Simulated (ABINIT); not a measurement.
# Beyond one shot: LiF (Griceite), part 2 of 2

Wanted: G0W0 and self-consistent gaps of LiF (Griceite), with the cost of the cycles.

ABINIT 10.8.3; LDA and many-body steps on it, plane waves. Known limits of the many-body steps: not at the basis limit.

So far. Step 11 (QSGW, cycle 3): Against the cycle before, the gap moves by +0.064 eV.

### Step 14. QSGW, cycle 4

This step: QSGW on LDA, plane waves, norm-conserving pseudopotentials.

run.abi reads:

```
acell 3*1.0 Angstrom
rprim 
  0.000000000000 2.014000000000 2.014000000000
  2.014000000000 0.000000000000 2.014000000000
  2.014000000000 2.014000000000 -0.000000000000
ntypat 2
znucl 3 9
natom 2
typat 1 2
xred 
  0.000000000000 0.000000000000 0.000000000000
  0.500000000000 0.500000000000 0.500000000000
pp_dirpath "pseudos"
pseudos "Li.upf, F.upf"
ecut 36
ngkpt 6 6 6
nshiftk 1
shiftk 0 0 0
kptopt 1
chksymbreak 0
istwfk *1
occopt 1
irdwfk 1
optdriver 4
nband 17
gwcalctyp 28
ecutsigx 36
symsigma 0
nkptgw 16
kptgw 
  0.0000000000 0.0000000000 0.0000000000
  0.1666666667 0.0000000000 0.0000000000
  0.3333333333 0.0000000000 0.0000000000
  0.5000000000 0.0000000000 0.0000000000
  0.1666666667 0.1666666667 0.0000000000
  0.3333333333 0.1666666667 0.0000000000
  0.5000000000 0.1666666667 0.0000000000
  -0.3333333333 0.1666666667 0.0000000000
  -0.1666666667 0.1666666667 0.0000000000
  0.3333333333 0.3333333333 0.0000000000
  0.5000000000 0.3333333333 0.0000000000
  -0.3333333333 0.3333333333 0.0000000000
  0.5000000000 0.5000000000 0.0000000000
  0.5000000000 0.3333333333 0.1666666667
  -0.3333333333 0.3333333333 0.1666666667
  -0.3333333333 0.5000000000 0.1666666667
bdgw 
  1 12
  1 12
  1 12
  1 12
  1 12
  1 12
  1 12
  1 12
  1 12
  1 12
  1 12
  1 12
  1 12
  1 12
  1 12
  1 12
ecuteps 4
irdscr 1
ppmodel 1
irdqps 1
indata_prefix "in"
outdata_prefix "out"
tmpdata_prefix "tmp"
```

The run is started by

```sh
$ OMP_NUM_THREADS=1 mpirun -n 4 abinit run.abi > log
```

The job ended after 33 s (4 MPI ranks of Arm Neoverse V2, shared host; peak memory 0.72 GiB; 2.2 min of CPU time).

This step gave:

| Property | Result |
| --- | --- |
| quasiparticle gap on the mesh | 15.65 eV |
| gap of the density functional on the mesh | 8.864 eV |
| k of the valence top | 0, 0, 0 |
| k of the conduction bottom | 0, 0, 0 |
| least direct quasiparticle gap on the computed points | 15.65 eV |

Against the cycle before, the gap moves by +0.065 eV.

### Step 15. Screening, 6×6×6 mesh, 17 bands, screening to 108.8 eV

This step: RPA screening on LDA, plane waves, norm-conserving pseudopotentials.

run.abi reads:

```
acell 3*1.0 Angstrom
rprim 
  0.000000000000 2.014000000000 2.014000000000
  2.014000000000 0.000000000000 2.014000000000
  2.014000000000 2.014000000000 -0.000000000000
ntypat 2
znucl 3 9
natom 2
typat 1 2
xred 
  0.000000000000 0.000000000000 0.000000000000
  0.500000000000 0.500000000000 0.500000000000
pp_dirpath "pseudos"
pseudos "Li.upf, F.upf"
ecut 36
ngkpt 6 6 6
nshiftk 1
shiftk 0 0 0
kptopt 1
chksymbreak 0
istwfk *1
occopt 1
irdwfk 1
optdriver 3
nband 17
ecuteps 4
inclvkb 2
awtr 1
symchi 1
gwcalctyp 28
mbpt_sciss 7.409 eV
nqptdm 1
qptdm 
  0 0 0
indata_prefix "in"
outdata_prefix "out"
tmpdata_prefix "tmp"
```

Elapsed: 1.6 s, on 4 MPI ranks; peak memory 0.09 GiB.

This step gave:

* ε∞ with local fields, on this mesh, along the program's q direction: 1.703
* the same without local fields: 1.746
* plasma frequency: 29.05 eV
* plane waves in the screening matrix: 51

This screening uses the functional's bands under a rigid shift, the mean opening of the cycle before.

### Step 16. Screening, 6×6×6 mesh, 17 bands, screening to 108.8 eV

This step: RPA screening on LDA from quasiparticle energies and orbitals, plane waves, norm-conserving pseudopotentials.

Edit run.abi of step 15 so:

```diff
@@ -29,7 +29,21 @@
 symchi 1
+irdqps 1
 gwcalctyp 28
-mbpt_sciss 7.409 eV
-nqptdm 1
+nqptdm 15
 qptdm 
-  0 0 0
+  0.1666666667 0.0000000000 0.0000000000
+  0.3333333333 0.0000000000 0.0000000000
+  0.5000000000 0.0000000000 0.0000000000
+  0.1666666667 0.1666666667 0.0000000000
+  0.3333333333 0.1666666667 0.0000000000
+  0.5000000000 0.1666666667 0.0000000000
+  -0.3333333333 0.1666666667 0.0000000000
+  -0.1666666667 0.1666666667 0.0000000000
+  0.3333333333 0.3333333333 0.0000000000
+  0.5000000000 0.3333333333 0.0000000000
+  -0.3333333333 0.3333333333 0.0000000000
+  0.5000000000 0.5000000000 0.0000000000
+  0.5000000000 0.3333333333 0.1666666667
+  -0.3333333333 0.3333333333 0.1666666667
+  -0.3333333333 0.5000000000 0.1666666667
 indata_prefix "in"
```

mrgscr.stdin reads:

```
2
merged
q0_SCR
out_SCR
1
```

The run is started by

```sh
$ OMP_NUM_THREADS=1 mpirun -n 4 abinit run.abi > log; mrgscr < mrgscr.stdin
```

Wall time 2.8 s (4 MPI ranks); peak memory 0.09 GiB.

Numbers from this step:

```yaml
plasma_frequency: 29.05 eV
plane_waves_in_the_screening_matrix: 51
```

This screening reads the quasiparticle levels of the cycle before.

### Step 17. QSGW, cycle 5

This step: QSGW on LDA, plane waves, norm-conserving pseudopotentials.

Edit run.abi of step 16 so:

```diff
@@ -23,12 +23,10 @@
 irdwfk 1
-optdriver 3
+optdriver 4
 nband 17
-ecuteps 4
-inclvkb 2
-awtr 1
-symchi 1
-irdqps 1
 gwcalctyp 28
-nqptdm 15
-qptdm 
+ecutsigx 36
+symsigma 0
+nkptgw 16
+kptgw 
+  0.0000000000 0.0000000000 0.0000000000
   0.1666666667 0.0000000000 0.0000000000
@@ -48,2 +46,23 @@
   -0.3333333333 0.5000000000 0.1666666667
+bdgw 
+  1 12
+  1 12
+  1 12
+  1 12
+  1 12
+  1 12
+  1 12
+  1 12
+  1 12
+  1 12
+  1 12
+  1 12
+  1 12
+  1 12
+  1 12
+  1 12
+ecuteps 4
+irdscr 1
+ppmodel 1
+irdqps 1
 indata_prefix "in"
```

The run is started by

```sh
$ OMP_NUM_THREADS=1 mpirun -n 4 abinit run.abi > log
```

The job ended after 32 s (4 MPI ranks; peak memory 0.72 GiB; 2.1 min of CPU time).

This step gave:

```
quasiparticle gap on the mesh                         : 15.63 eV
gap of the density functional on the mesh             : 8.864 eV
k of the valence top                                  : 0, 0, 0
k of the conduction bottom                            : 0, 0, 0
least direct quasiparticle gap on the computed points : 15.63 eV
```

Against the cycle before, the gap moves by −0.017 eV.

### Step 18. The runs together

Times are wall times on 4 MPI ranks of Arm Neoverse V2, shared host, good to a factor of about two. A run's time includes the screening step that it read.

| run | mesh | bands | screening cutoff (eV) | DFT gap (eV) | gap on the mesh (eV) | direct (eV) | ε∞ used | time |
| --- | --- | --- | --- | --- | --- | --- | --- | --- |
| G0W0 | 6×6×6 | 17 | 108.8 | 8.864 | 13.646 | 13.646 | 2.01 | 4.7 s |
| QSGW, cycle 1 | 6×6×6 | 17 | 108.8 | 8.864 | 14.456 | 14.456 | 2.01 | 36 s |
| QSGW, cycle 2 | 6×6×6 | 17 | 108.8 | 8.864 | 15.521 | 15.521 | 1.74 | 37 s |
| QSGW, cycle 3 | 6×6×6 | 17 | 108.8 | 8.864 | 15.585 | 15.585 | 1.71 | 37 s |
| QSGW, cycle 4 | 6×6×6 | 17 | 108.8 | 8.864 | 15.650 | 15.650 | 1.70 | 37 s |
| QSGW, cycle 5 | 6×6×6 | 17 | 108.8 | 8.864 | 15.633 | 15.633 | 1.70 | 37 s |

### Step 19. Outcome

```yaml
g0w0: 13.646 eV
qsgw_cycle_1: 14.456 eV
qsgw_cycle_2: 15.521 eV
qsgw_cycle_3: 15.585 eV
qsgw_cycle_4: 15.650 eV
qsgw_cycle_5: 15.633 eV
known_limits: not at the basis limit
```

Only the bands that the input lists are updated; the others, empty or deep, keep the functional's energies or take a rigid shift. QSGW ends at 15.63 eV, +1.99 eV from G0W0, after 5 cycles that took 3 min beside the first screening; the last moved the gap by 0.017 eV. Bands and cutoff are finite, so the gap is not at the basis limit. The miss can reach some tenths of an eV and take either sign; the mesh is an error of its own. In the updated screening the q = 0 part is built from Kohn-Sham bands under a rigid shift, the other q from the quasiparticle levels.

[Paths, hosts, dates, memory and timing lines, banners, echoed tables and standing remarks are left out of the program output.]

[Logs are printed without paths, hosts, clocks, repeated set-up lines and the standing remarks that a program may print on its own settings, such as how far it seeks lower states.]

[Runs of the session that timed out or met a known fault of the program may be left out.]

[Hosts, paths, dates, database ids (printed as entryN), source tags and the programs' standing remarks are cut or masked in the printed files.]

[G0W0 gaps are taken among the corrected bands and points alone; a level outside them can change the order at an edge.]

[Where Ansatz stands beside ABINIT at settings called matched, ABINIT's density can come from a denser mesh and the files from another edition; pairs whose starting gaps differed by over 0.03 eV were left out, so agreement reads better than it is.]
